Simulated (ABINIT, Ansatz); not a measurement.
# SiO2 (Quartz): G0W0 with ABINIT, start to end, part 2 of 3

How does a plane-wave GW calculation on SiO2 (Quartz) run from the first input to the gap?

ABINIT 10.8.3; LDA and many-body steps on it, plane waves. Known limits of the many-body steps: not at the basis limit; coarse k mesh.

So far. Step 2 (Ground state): The gap is indirect, with the least direct gap 0.32 eV higher.

### 3. Bands along the symmetry lines

Level of this step: DFT, LDA, plane waves, norm-conserving pseudopotentials (ABINIT).

Levels along a band path, at the cheap level, show where the edges lie and whether the meshes to come will hold them.

run.abi reads:

```
acell 3*1.0 Angstrom
rprim 
  4.915799999986 0.000000000003 0.000000000000
  -2.457899999996 4.257207679910 0.000000000000
  0.000000000000 0.000000000000 5.409100000000
ntypat 2
znucl 14 8
natom 9
typat 1 1 1 2 2 2 2 2 2
xred 
  0.530300000000 0.000000000000 0.333333333333
  0.000000000000 0.530300000000 0.666666666667
  0.469700000000 0.469700000000 -0.000000000000
  0.146200000000 0.414200000000 0.881000000000
  0.585800000000 0.732000000000 0.214333333333
  0.268000000000 0.853800000000 0.547666666667
  0.414200000000 0.146200000000 0.119000000000
  0.732000000000 0.585800000000 0.785666666667
  0.853800000000 0.268000000000 0.452333333333
pp_dirpath "pseudos"
pseudos "Si.upf, O.upf"
ecut 36
iscf -2
irdden 1
kptopt 0
nkpt 39
kpt 
  0.00000000 0.00000000 0.00000000
  0.12500000 0.00000000 0.00000000
  0.25000000 0.00000000 0.00000000
  0.37500000 0.00000000 0.00000000
  0.50000000 0.00000000 0.00000000
  0.45833333 0.08333333 0.00000000
  0.41666666 0.16666666 0.00000000
  0.37500000 0.25000000 0.00000000
  0.33333333 0.33333333 0.00000000
  0.25000000 0.25000000 0.00000000
  0.16666666 0.16666666 0.00000000
  0.08333333 0.08333333 0.00000000
  0.00000000 0.00000000 0.00000000
  0.00000000 0.00000000 0.12500000
  0.00000000 0.00000000 0.25000000
  0.00000000 0.00000000 0.37500000
  0.00000000 0.00000000 0.50000000
  0.12500000 0.00000000 0.50000000
  0.25000000 0.00000000 0.50000000
  0.37500000 0.00000000 0.50000000
  0.50000000 0.00000000 0.50000000
  0.45833333 0.08333333 0.50000000
  0.41666666 0.16666666 0.50000000
  0.37500000 0.25000000 0.50000000
  0.33333333 0.33333333 0.50000000
  0.25000000 0.25000000 0.50000000
  0.16666666 0.16666666 0.50000000
  0.08333333 0.08333333 0.50000000
  0.00000000 0.00000000 0.50000000
  0.50000000 0.00000000 0.50000000
  0.50000000 0.00000000 0.37500000
  0.50000000 0.00000000 0.25000000
  0.50000000 0.00000000 0.12500000
  0.50000000 -0.00000000 0.00000000
  0.33333333 0.33333333 0.50000000
  0.33333333 0.33333333 0.37500000
  0.33333333 0.33333333 0.25000000
  0.33333333 0.33333333 0.12500000
  0.33333333 0.33333333 0.00000000
istwfk *1
nband 31
nbdbuf 2
tolwfr 1e-08
nstep 40
prtwf 0
prtvol 0
indata_prefix "in"
outdata_prefix "out"
tmpdata_prefix "tmp"
```

The run is started by

```sh
> OMP_NUM_THREADS=1 mpirun -n 16 abinit run.abi > log
```

Numbers of over 12 decimals in the logs are rounded to 6 here.

The log of the run:

```text
.Version 10.8.3 of ABINIT. v10.8.2 released Aug 2026.

 Symmetries : space group P3_1 2 1 (#152); Bravais hP (primitive hexag.)
[... echo of the input left out ...]
== DATASET  1 ==================================================================
-   mpi_nproc: 16, omp_nthreads: 1 (-1 if OMP is not activated)
-    --> not optimal distribution: autoparal keyword recommended in input file <--

--- !DatasetInfo
iteration_state: {dtset: 1, }
dimensions: {natom: 9, nkpt: 39, mband: 31, nsppol: 1, nspinor: 1, nspden: 1, mpw: 7935, }
cutoff_energies: {ecut:  36.0, pawecutdg:  -1.0, }
electrons: {nelect:   4.80000000E+01, charge:   0.00000000E+00, occopt:   1.00000000E+00, tsmear:   1.00000000E-02, }

 Real(R)+Recip(G) space primitive vectors, cartesian coordinates (Bohr,Bohr^-1):
 R(1)=  9.2895157  0.0000000  0.0000000  G(1)=  0.1076482  0.0621507  0.0000000
 R(2)= -4.6447578  8.0449566  0.0000000  G(2)=  0.0000000  0.1243015  0.0000000
 R(3)=  0.0000000  0.0000000 10.2217176  G(3)=  0.0000000  0.0000000  0.0978309
 Unit cell volume ucvol=  7.6390729E+02 bohr^3
 Angles (23,13,12)=  9.00000000E+01  9.00000000E+01  1.20000000E+02 degrees

 getcut: wavevector=  0.0000  0.0000  0.0000  ngfft=  54  54  60
         ecut(hartree)=     36.000   => boxcut(ratio)=   2.15270

--- Pseudopotential description ------------------------------------------------
- Si Generated using ONCVPSP code by D. R. Hamann
- 14.00000   4.00000  180309                  znucl, zion, pspdat
12 -1012 2 -1 1510                            pspcod,pspxc,lmax,lloc,mmax
     nproj     2     2     2
  pspatm : epsatm=    6.67003958
         --- l  ekb(1:nproj) -->
             0    5.565958    0.856966
             1    2.726111    0.629828
             2   -2.124804   -0.444604
 pspatm: atomic psp has been read  and splines computed

- O Generated using ONCVPSP code by D. R. Hamann
-  8.00000   6.00000  201201                  znucl, zion, pspdat
12 -1012 2 -1 926                             pspcod,pspxc,lmax,lloc,mmax
     nproj     2     2     1
  pspatm : epsatm=    6.27558587
         --- l  ekb(1:nproj) -->
[...]
2   -1.033686
 pspatm: atomic psp has been read  and splines computed

--------------------------------------------------------------------------------

================================================================================
 prteigrs : about to open file out_EIG
 Non-SCF case, kpt    1 (  0.00000  0.00000  0.00000), residuals and eigenvalues=
  7.74E-09  5.65E-09  7.78E-09  3.77E-09  4.74E-09  9.32E-09  2.04E-09  7.75E-09
  4.71E-09  6.54E-09  3.01E-09  6.30E-09  2.70E-09  7.08E-09  7.17E-09  3.78E-09
  4.04E-09  7.43E-09  4.39E-09  4.86E-09  7.85E-09  8.67E-09  5.36E-09  9.52E-09
  3.61E-09  5.24E-09  8.82E-09  5.64E-09  4.11E-09  1.91E-07  4.25E-04
 -6.9890E-01 -6.4078E-01 -6.4078E-01 -6.1613E-01 -6.1455E-01 -6.1455E-01
[...]
3.9601E-01

--- !ResultsGS
iteration_state: {dtset: 1, }
comment   : Summary of ground state results
lattice_vectors:
- [  9.2895157,   0.0000000,   0.0000000, ]
- [ -4.6447578,   8.0449566,   0.0000000, ]
- [  0.0000000,   0.0000000,  10.2217176, ]
lattice_lengths: [   9.28952,    9.28952,   10.22172, ]
lattice_angles: [ 90.000,  90.000, 120.000, ] # degrees, (23, 13, 12)
lattice_volume:   7.6390729E+02
convergence: {deltae:  0.000E+00, res2:  0.000E+00, residm:  9.991E-09, diffor:  0.000E+00, }
etotal    :  -1.12309965E+02
entropy   :   0.00000000E+00
fermie    :   4.34510667E-03
cartesian_stress_tensor: null
pressure_GPa: null
xred      :
- [  5.3030E-01,   2.5857E-29,   3.3333E-01, Si]
- [ -2.2564E-18,   5.3030E-01,   6.6667E-01, Si]
- [  4.6970E-01,   4.6970E-01,   1.3878E-16, Si]
- [  1.4620E-01,   4.1420E-01,   8.8100E-01,  O]
- [  5.8580E-01,   7.3200E-01,   2.1433E-01,  O]
- [  2.6800E-01,   8.5380E-01,   5.4767E-01,  O]
- [  4.1420E-01,   1.4620E-01,   1.1900E-01,  O]
- [  7.3200E-01,   5.8580E-01,   7.8567E-01,  O]
- [  8.5380E-01,   2.6800E-01,   4.5233E-01,  O]
cartesian_forces: null
force_length_stats: {min: null, max: null, mean: null, }

 Integrated electronic density in atomic spheres:
 ------------------------------------------------
 Atom  Sphere_radius  Integrated_density
[...]
================================================================================

 ----iterations are completed or convergence reached----

 Mean square residual over all n,k,spin=   59.180E-10; max=  99.911E-10
 reduced coordinates (array xred) for    9 atoms
[...]
0.732000000000      0.585800000000      0.785666666667
       0.853800000000      0.268000000000      0.452333333333

 cartesian coordinates (angstrom) at end:
    1      2.606849     1.59e-12     1.803033
    2     -1.303424     2.257597     3.606067
    3      1.154476     1.999610     0.000000
[...]
8      2.158528     2.493872     4.249750
    9      3.538393     1.140932     2.446716
 length scales=  1.889726125908  1.889726125908  1.889726125908 bohr
              =  1.000000000000  1.000000000000  1.000000000000 angstroms
 prteigrs : about to open file out_EIG
 Eigenvalues (hartree) for nkpt=  39  k points:
 kpt#   1, nband= 31, wtk=  1.00000, kpt=  0.0000  0.0000  0.0000 (reduced coord)
[...]
kpt#   2, nband= 31, wtk=  1.00000, kpt=  0.1250  0.0000  0.0000 (reduced coord)
[...]
kpt#   3, nband= 31, wtk=  1.00000, kpt=  0.2500  0.0000  0.0000 (reduced coord)
[...]
kpt#  38, nband= 31, wtk=  1.00000, kpt=  0.3333  0.3333  0.1250 (reduced coord)
[...]
0.32416    0.32707    0.34337    0.37565    0.37591    0.37935    0.40009
 kpt#  39, nband= 31, wtk=  1.00000, kpt=  0.3333  0.3333  0.0000 (reduced coord)
[...]
-0.24399   -0.19360   -0.19360   -0.16427   -0.10496   -0.10496   -0.10388   -0.07224
  -0.07224   -0.06592   -0.05972   -0.04158   -0.04158   -0.01177   -0.01177    0.00435
   0.32405    0.32405    0.34157    0.37671    0.38067    0.38067    0.39601

== END DATASET(S) ==============================================================
================================================================================

 -outvars: echo values of variables after computation  --------
            nband          31
             nkpt          39
          spgroup         152
 [... the other variables as echoed above ...]

 Calculation completed.
```

Wall time 26 s (16 MPI ranks of Arm Neoverse V1, shared host); peak memory 1.3 GiB.

Numbers from this step:

```
gap                        : 5.801 eV
k of the valence top       : 0.3333, 0.3333, 0
k of the conduction bottom : 0, 0, 0
least direct gap           : 6.126 eV
```

The gap is 5.801 eV, as in the run before at this level.

Electronic bands along the path, in eV, zero at the top of the highest filled band:

```
    point  band 21  band 22  band 23  band 24  band 25  band 26  band 27  band 28
        Γ    -1.01    -0.69    -0.32    -0.32     5.80     9.04     9.04     9.51
  halfway    -1.02    -0.85    -0.24    -0.16     6.68     9.06     9.14     9.62
        M    -1.06    -0.79    -0.27    -0.03     8.05     8.76     9.45     9.49
  halfway    -1.12    -0.63    -0.32    -0.02     8.24     8.82     9.37     9.67
        K    -1.25    -0.44    -0.44     0.00     8.70     8.70     9.18    10.13
  halfway    -0.93    -0.88    -0.25    -0.11     6.92     9.07     9.23     9.66
        Γ    -1.01    -0.69    -0.32    -0.32     5.80     9.04     9.04     9.51
  halfway    -1.09    -0.54    -0.23    -0.10     6.39     8.90     8.95     9.00
        A    -1.23    -0.21    -0.21    -0.09     7.73     7.73     8.73     9.50
  halfway    -1.10    -0.45    -0.42    -0.15     8.14     8.25     9.08     9.46
        L    -0.90    -0.84    -0.61    -0.19     8.79     9.21     9.37     9.50
  halfway    -0.87    -0.85    -0.63    -0.34     8.82     9.36     9.46     9.57
        H    -0.95    -0.78    -0.60    -0.60     8.90     9.51     9.51     9.86
  halfway    -1.07    -0.54    -0.39    -0.23     8.27     8.39     9.15     9.64
        A    -1.23    -0.21    -0.21    -0.09     7.73     7.73     8.73     9.50
jump to L    -0.90    -0.84    -0.61    -0.19     8.79     9.21     9.37     9.50
  halfway    -0.98    -0.73    -0.45    -0.12     8.35     8.87     9.30     9.78
        M    -1.06    -0.79    -0.27    -0.03     8.05     8.76     9.45     9.49
jump to H    -0.95    -0.78    -0.60    -0.60     8.90     9.51     9.51     9.86
  halfway    -1.03    -0.56    -0.51    -0.20     8.77     8.96     9.36     9.97
        K    -1.25    -0.44    -0.44     0.00     8.70     8.70     9.18    10.13
```

### 4. Empty states on the mesh, 3×3×4 mesh, 731 bands

The sums over transitions need many empty states on a uniform mesh; this step solves for them.

run.abi reads:

```
acell 3*1.0 Angstrom
rprim 
  4.915799999986 0.000000000003 0.000000000000
  -2.457899999996 4.257207679910 0.000000000000
  0.000000000000 0.000000000000 5.409100000000
ntypat 2
znucl 14 8
natom 9
typat 1 1 1 2 2 2 2 2 2
xred 
  0.530300000000 0.000000000000 0.333333333333
  0.000000000000 0.530300000000 0.666666666667
  0.469700000000 0.469700000000 -0.000000000000
  0.146200000000 0.414200000000 0.881000000000
  0.585800000000 0.732000000000 0.214333333333
  0.268000000000 0.853800000000 0.547666666667
  0.414200000000 0.146200000000 0.119000000000
  0.732000000000 0.585800000000 0.785666666667
  0.853800000000 0.268000000000 0.452333333333
pp_dirpath "pseudos"
pseudos "Si.upf, O.upf"
ecut 36
ngkpt 3 3 4
nshiftk 1
shiftk 0 0 0
kptopt 1
chksymbreak 0
iscf -2
irdden 1
istwfk *1
nband 731
nbdbuf 66
tolwfr 1e-09
nstep 60
prtvol 0
indata_prefix "in"
outdata_prefix "out"
tmpdata_prefix "tmp"
```

The run is started by

```sh
> OMP_NUM_THREADS=1 mpirun -n 10 abinit run.abi > log
```

The log of the run:

```text
.Version 10.8.3 of ABINIT. v10.8.2 released Aug 2026.

 Symmetries : space group P3_1 2 1 (#152); Bravais hP (primitive hexag.)
[... echo of the input left out ...]
== DATASET  1 ==================================================================
-   mpi_nproc: 10, omp_nthreads: 1 (-1 if OMP is not activated)

--- !DatasetInfo
iteration_state: {dtset: 1, }
dimensions: {natom: 9, nkpt: 10, mband: 731, nsppol: 1, nspinor: 1, nspden: 1, mpw: 7935, }
cutoff_energies: {ecut:  36.0, pawecutdg:  -1.0, }
electrons: {nelect:   4.80000000E+01, charge:   0.00000000E+00, occopt:   1.00000000E+00, tsmear:   1.00000000E-02, }

 Real(R)+Recip(G) space primitive vectors, cartesian coordinates (Bohr,Bohr^-1):
 R(1)=  9.2895157  0.0000000  0.0000000  G(1)=  0.1076482  0.0621507  0.0000000
 R(2)= -4.6447578  8.0449566  0.0000000  G(2)=  0.0000000  0.1243015  0.0000000
 R(3)=  0.0000000  0.0000000 10.2217176  G(3)=  0.0000000  0.0000000  0.0978309
 Unit cell volume ucvol=  7.6390729E+02 bohr^3
 Angles (23,13,12)=  9.00000000E+01  9.00000000E+01  1.20000000E+02 degrees

 getcut: wavevector=  0.0000  0.0000  0.0000  ngfft=  54  54  60
         ecut(hartree)=     36.000   => boxcut(ratio)=   2.15270

--- Pseudopotential description ------------------------------------------------
- Si Generated using ONCVPSP code by D. R. Hamann
- 14.00000   4.00000  180309                  znucl, zion, pspdat
12 -1012 2 -1 1510                            pspcod,pspxc,lmax,lloc,mmax
     nproj     2     2     2
  pspatm : epsatm=    6.67003958
         --- l  ekb(1:nproj) -->
             0    5.565958    0.856966
             1    2.726111    0.629828
             2   -2.124804   -0.444604
 pspatm: atomic psp has been read  and splines computed

- O Generated using ONCVPSP code by D. R. Hamann
-  8.00000   6.00000  201201                  znucl, zion, pspdat
12 -1012 2 -1 926                             pspcod,pspxc,lmax,lloc,mmax
     nproj     2     2     1
  pspatm : epsatm=    6.27558587
         --- l  ekb(1:nproj) -->
[...]
2   -1.033686
 pspatm: atomic psp has been read  and splines computed

--------------------------------------------------------------------------------

================================================================================
 prteigrs : about to open file out_EIG
 Non-SCF case, kpt    1 (  0.00000  0.00000  0.00000), residuals and eigenvalues=
  2.08E-11  1.79E-11  3.23E-11  1.37E-11  2.19E-11  2.27E-11  8.57E-11  1.01E-10
  1.04E-10  1.43E-10  8.72E-11  1.30E-10  8.64E-11  1.21E-10  1.27E-10  1.02E-10
  1.57E-10  1.62E-10  1.69E-10  1.53E-10  1.90E-10  2.31E-11  1.66E-10  1.99E-10
[...]
-6.9890E-01 -6.4078E-01 -6.4078E-01 -6.1613E-01 -6.1455E-01 -6.1455E-01
 -3.0057E-01 -3.0057E-01 -1.9753E-01 -1.9667E-01 -1.9047E-01 -1.9047E-01
 -1.0555E-01 -1.0555E-01 -9.5939E-02 -8.6673E-02 -5.1708E-02 -5.1708E-02
[...]
6.7772E+00  6.7822E+00  6.7886E+00  6.7887E+00  6.7957E+00  6.7957E+00
  6.7966E+00  6.8032E+00  6.8035E+00  6.8105E+00  6.8139E+00  6.8336E+00
  6.8356E+00  6.8385E+00  6.8396E+00  6.8705E+00  6.8845E+00
 prteigrs : prtvol=0 or 1, do not print more k-points.

--- !ResultsGS
iteration_state: {dtset: 1, }
comment   : Summary of ground state results
lattice_vectors:
- [  9.2895157,   0.0000000,   0.0000000, ]
- [ -4.6447578,   8.0449566,   0.0000000, ]
- [  0.0000000,   0.0000000,  10.2217176, ]
lattice_lengths: [   9.28952,    9.28952,   10.22172, ]
lattice_angles: [ 90.000,  90.000, 120.000, ] # degrees, (23, 13, 12)
lattice_volume:   7.6390729E+02
convergence: {deltae:  0.000E+00, res2:  0.000E+00, residm:  9.962E-10, diffor:  0.000E+00, }
etotal    :  -1.12309965E+02
entropy   :   0.00000000E+00
fermie    :   4.34510667E-03
cartesian_stress_tensor: null
pressure_GPa: null
xred      :
- [  5.3030E-01,   2.5857E-29,   3.3333E-01, Si]
- [ -2.2564E-18,   5.3030E-01,   6.6667E-01, Si]
- [  4.6970E-01,   4.6970E-01,   1.3878E-16, Si]
- [  1.4620E-01,   4.1420E-01,   8.8100E-01,  O]
- [  5.8580E-01,   7.3200E-01,   2.1433E-01,  O]
- [  2.6800E-01,   8.5380E-01,   5.4767E-01,  O]
- [  4.1420E-01,   1.4620E-01,   1.1900E-01,  O]
- [  7.3200E-01,   5.8580E-01,   7.8567E-01,  O]
- [  8.5380E-01,   2.6800E-01,   4.5233E-01,  O]
cartesian_forces: null
force_length_stats: {min: null, max: null, mean: null, }

 Integrated electronic density in atomic spheres:
 ------------------------------------------------
 Atom  Sphere_radius  Integrated_density
[...]
================================================================================

 ----iterations are completed or convergence reached----

 Mean square residual over all n,k,spin=   27.373E-11; max=  99.622E-11
 reduced coordinates (array xred) for    9 atoms
[...]
0.853800000000      0.268000000000      0.452333333333

 cartesian coordinates (angstrom) at end:
    1      2.606849     1.59e-12     1.803033
    2     -1.303424     2.257597     3.606067
    3      1.154476     1.999610     0.000000
[...]
8      2.158528     2.493872     4.249750
    9      3.538393     1.140932     2.446716
 length scales=  1.889726125908  1.889726125908  1.889726125908 bohr
              =  1.000000000000  1.000000000000  1.000000000000 angstroms
 prteigrs : about to open file out_EIG
 Eigenvalues (hartree) for nkpt=  10  k points:
 kpt#   1, nband=731, wtk=  0.02778, kpt=  0.0000  0.0000  0.0000 (reduced coord)
[...]
6.76624    6.77715    6.77723    6.78219    6.78861    6.78867    6.79570    6.79573
   6.79665    6.80321    6.80346    6.81048    6.81388    6.83363    6.83558    6.83846
   6.83957    6.87054    6.88453
 prteigrs : prtvol=0 or 1, do not print more k-points.

== END DATASET(S) ==============================================================
================================================================================

 -outvars: echo values of variables after computation  --------
            nband         731
             nkpt          10
          spgroup         152
 [... the other variables as echoed above ...]

 Calculation completed.
```

The job ended after 12 min (10 MPI ranks; peak memory 2.1 GiB; 1.9 h of CPU time).

This step gave:

```yaml
gap: 5.801 eV
k_of_the_valence_top: 0.3333, 0.3333, 0
k_of_the_conduction_bottom: 0, 0, 0
least_direct_gap: 6.126 eV
k_points_computed: 10
lowest_point_of_the_top_converged_band_above_the_valence_top: 174.4625 eV
```

On this mesh the gap is 5.801 eV.

(Part 2 of 3 ends here.)

[Paths, hosts, dates, memory and timing lines, banners, echoed tables and standing remarks are left out of the program output.]

[Logs are printed without paths, hosts, clocks, repeated set-up lines and the standing remarks that a program may print on its own settings, such as how far it seeks lower states.]

[Runs of the session that timed out or met a known fault of the program may be left out.]

[Hosts, paths, dates, database ids (printed as entryN), source tags and the programs' standing remarks are cut or masked in the printed files.]

[G0W0 gaps are taken among the corrected bands and points alone; a level outside them can change the order at an edge.]

[Where Ansatz stands beside ABINIT at settings called matched, ABINIT's density can come from a denser mesh and the files from another edition; pairs whose starting gaps differed by over 0.03 eV were left out, so agreement reads better than it is.]
